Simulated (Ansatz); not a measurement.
## AgCl (Chlorargyrite, Fm-3m): a volume series of phonon spectra: lattice dynamics at this volume, V/V0 1

Ansatz 0.2.0; DFT LDA, scalar-relativistic, plane waves, PAW.

The same q-mesh and k-mesh are kept at every volume, so that much of their error can cancel in the differences.

The database entry behind the starting cell differs from later determinations by our own check (an axis about 1.4 % short against later determinations), so it need not match the best structure at ambient conditions.

The input, input.yaml:

```yaml
crystal:
  lattice:
    - [0.0, 2.6770675507, 2.6770675507]
    - [2.6770675507, 0.0, 2.6770675507]
    - [2.6770675507, 2.6770675507, 0.0]
  atoms:
    - { symbol: Ag, position: [0.0, 0.0, 0.0] }
    - { symbol: Cl, position: [0.5, 0.5, 0.5] }
kpoints:
  mp_grid: { grid: [8, 8, 8] }
hamiltonian:
  xc: lda
scf:
  occupations: { method: fixed }
output:
  eigenvalues: true
phonons:
  method: dfpt
  dielectric: true
  rigid_motions: translations
  qmesh: [4, 4, 4]
  temperatures: { t_max: 1000, t_step: 50 }
  qpath:
    path:
      - [[0.0, 0.0, 0.0], [0.5, 0.0, 0.5], [0.625, 0.25, 0.625]]
      - [[0.375, 0.375, 0.75], [0.0, 0.0, 0.0], [0.5, 0.5, 0.5], [0.5, 0.25, 0.75], [0.5, 0.0, 0.5]]
    npoints: 10
```

Command:

```
$ ansatz run input.yaml --threads 4 --pin off --max-ram 16384MiB --backend cpu --events-out ev --progress --plain --runs-dir out
```

Before running it: what should come out for the zero point energy and Born charge?

Neutrality makes the Born charges add up to zero. The most electronegative element, Cl, alone carries negative charge. The top quarter of the spectrum is 91 % motion of Cl, the lightest element.

The phonon density of states has structure finer than the step of the table below, so its rows give means over 10 cm⁻¹, whole bins alone (the curve runs from 1 to 213 cm⁻¹). Peaks (cm⁻¹: height): 45.0: 0.0652, 89.0: 0.0527, 101.0: 0.0316, 201.0: 0.0646.

The modes has structure finer than the step of the table below, so its rows give means over 5 cm⁻¹, whole bins alone (the curve runs from -10 to 228 cm⁻¹). Peaks (cm⁻¹: height): Ag 43.8: 0.0472, 85.7: 0.0406; Cl 48.3: 0.0117, 138.0: 0.0248, 200.9: 0.0529.

Numbers from this step:

```yaml
gamma_frequencies: 0, 0, 0, 129.9, 129.9, 129.9 cm⁻¹ (negative: imaginary)
lowest_frequency_on_the_path: 0 cm⁻¹
zero_point_energy: 0.04015 eV/cell
highest_frequency: 211.6 cm⁻¹
debye_temperature_from_the_second_moment: 228 K
```

LO-TO term included. The phonon branches at the labelled points (cm⁻¹):

```
    point  branch 1  branch 2  branch 3  branch 4  branch 5  branch 6
        Γ         0         0         0       130       130       182
  halfway        22        22        91       152       152       175
        X        32        32        54       170       170       208
  halfway        36        49        53       163       175       206
        U        44        49        74       142       185       199
jump to K        44        49        74       142       185       199
  halfway        28        57        85        91       156       190
        Γ         0         0         0       130       130       182
  halfway        38        38        80       113       113       198
        L        62        62        72        72       109       212
  halfway        48        58        93       112       152       206
        W        45        45        84       151       191       191
  halfway        37        52        62       161       176       203
        X        32        32        54       170       170       208
```

The phonon branches as a text plot (rows in cm⁻¹):

```
    207 |           *****                     **********      ***
    198 |         **     **                 **          *   **
    190 |        *         *********     ***             ***
    181 |***    *       *** *       *****               *   **
    172 |   ****    ****     **                               ***
    163 |        ***   *       *                       *      *
    154 |      **       *       *                     *   ****
    145 |    **          **      *                       *
    137 |  **                     ***                *  *
    128 |**                *         ******
    119 |                           *      *        *  *
    110 |                         **        *   ****  *
    101 |                   **** *           ***     *
     93 |      **           *   *            **    *****
     84 |    **  *         * ** **          *  *   *    ****
     75 |                 *    *                ***         *
     66 |   *     **     *     *  **       *     ****        *
     57 |           *****   *** *         *    ** ** ***      ***
     48 |  *           *****     *  *         *     ***********
     40 |             ****  ***   **     *  **             *** *
     31 |        ******        **          *                  ***
     22 | *  ****                *  **  * *
     13 |  **                     ****  **
      4 |**                          ***
         Γ           X  U|K            Γ         L        W     X
```

Tetrahedra on 20 20 20, mean over bins of 2 cm⁻¹. Phonon density of states against wavenumber; means over each step:

wavenumber (cm⁻¹), phonon density of states (1/cm⁻¹/cell) and a bar:
```
       10     0.0018 
       20     0.0096 ####
       30     0.0315 #################
       40     0.0549 ##############################
       50     0.0530 #############################
       60     0.0464 #########################
       70     0.0250 #############
       80     0.0417 #######################
       90     0.0393 #####################
      100     0.0224 ############
      110     0.0200 ##########
      120     0.0198 ##########
      130     0.0234 ############
      140     0.0244 #############
      150     0.0240 #############
      160     0.0221 ###########
      170     0.0214 ###########
      180     0.0220 ###########
      190     0.0270 ##############
      200     0.0538 #############################
```

Harmonic. Thermo, by row:

```
T (K)  F_vib (meV/atom)  S (J/mol-atom/K)  C_V (J/mol-atom/K)
    0             20.07                 0                   0
   50             18.19             9.626                  13
  100             10.07             21.17               19.92
  150             -3.25              29.8               22.39
  200            -20.47              36.4               23.43
  250            -40.75             41.69               23.95
  300            -63.52             46.08               24.24
  350             -88.4             49.84               24.43
  400            -115.1              53.1               24.54
  450            -143.4                56               24.63
  500            -173.1              58.6               24.68
  550            -204.1             60.95               24.73
  600            -236.2             63.11               24.76
  650            -269.4             65.09               24.79
  700            -303.6             66.93               24.81
  750            -338.8             68.64               24.83
  800            -374.8             70.24               24.84
  850            -411.6             71.75               24.85
  900            -449.1             73.17               24.86
  950            -487.4             74.52               24.87
 1000            -526.3             75.79               24.88
```

Phonopy on the run's constants, 19x19x19 mesh, Gaussian sigma 2.0 cm⁻¹. The modes by wavenumber; means over each step; values in 1/cm⁻¹/cell:

```
wavenumber (cm⁻¹)       Ag       Cl
               -5   7.5e-6   1.5e-6
                0   6.8e-5   2.2e-5
                5   3.8e-4   1.2e-4
               10  0.00136   4.4e-4
               15  0.00359  0.00110
               20  0.00752  0.00215
               25   0.0144  0.00379
               30   0.0253  0.00601
               35   0.0372  0.00844
               40   0.0439   0.0101
               45   0.0463   0.0114
               50   0.0415   0.0109
               55   0.0398   0.0105
               60   0.0345  0.00991
               65   0.0300  0.00874
               70   0.0218  0.00554
               75   0.0213  0.00592
               80   0.0290   0.0102
               85   0.0381   0.0100
               90   0.0343  0.00702
               95   0.0184  0.00548
              100   0.0180  0.00694
              105   0.0127  0.00956
              110   0.0102   0.0115
              115  0.00451   0.0101
              120  0.00601   0.0158
              125  0.00572   0.0176
              130  0.00405   0.0151
              135  0.00475   0.0191
              140  0.00523   0.0227
              145  0.00357   0.0178
              150  0.00378   0.0198
              155  0.00384   0.0200
              160  0.00346   0.0185
              165  0.00324   0.0178
              170  0.00331   0.0194
              175  0.00270   0.0178
              180  0.00266   0.0190
              185  0.00255   0.0205
              190  0.00199   0.0249
              195  0.00272   0.0401
              200  0.00366   0.0509
              205  0.00218   0.0384
              210   4.7e-4   0.0168
              215   1.7e-5  0.00155
              220        0   3.9e-6
```

Born charge (rows field, columns displacement) (e), principal values of the symmetric part by kind of site:

```
atom  atoms with these values    low  middle   high   mean
 Ag1                        1   1.41    1.41   1.41   1.41
 Cl2                        1  -1.41   -1.41  -1.41  -1.41
```

In full for Cl2:

```
-1.41  0.00  0.00
 0.00 -1.41  0.00
 0.00  0.00 -1.41
```

ε∞:

```
5.86 0.00 0.00
0.00 5.86 0.00
0.00 0.00 5.86
```

No LO-TO term. Modes at Γ, with each element's share of the kinetic energy:

```
mode  frequency (cm⁻¹)  symmetry  Ag %  Cl %
   1               0.0       T1u    75    25
   2               0.0       T1u    75    25
   3               0.0       T1u    75    25
   4             129.9       T1u    25    75
   5             129.9       T1u    25    75
   6             129.9       T1u    25    75
```

Displacements in mode 4 (129.9 cm⁻¹), the largest set to 1:
```
Ag1  0.00 -0.33  0.03
Cl2  0.00  1.00 -0.09
```

[Logs are printed without paths, hosts, clocks, repeated set-up lines and the standing remarks that a program may print on its own settings, such as how far it seeks lower states.]

[Hosts, paths, dates, database ids (printed as entryN), source tags and the programs' standing remarks are cut or masked in the printed files.]

[A step with changed settings may run another functional than the one named; its input shows which.]

[Of the runs on displaced cells, only some may be shown.]
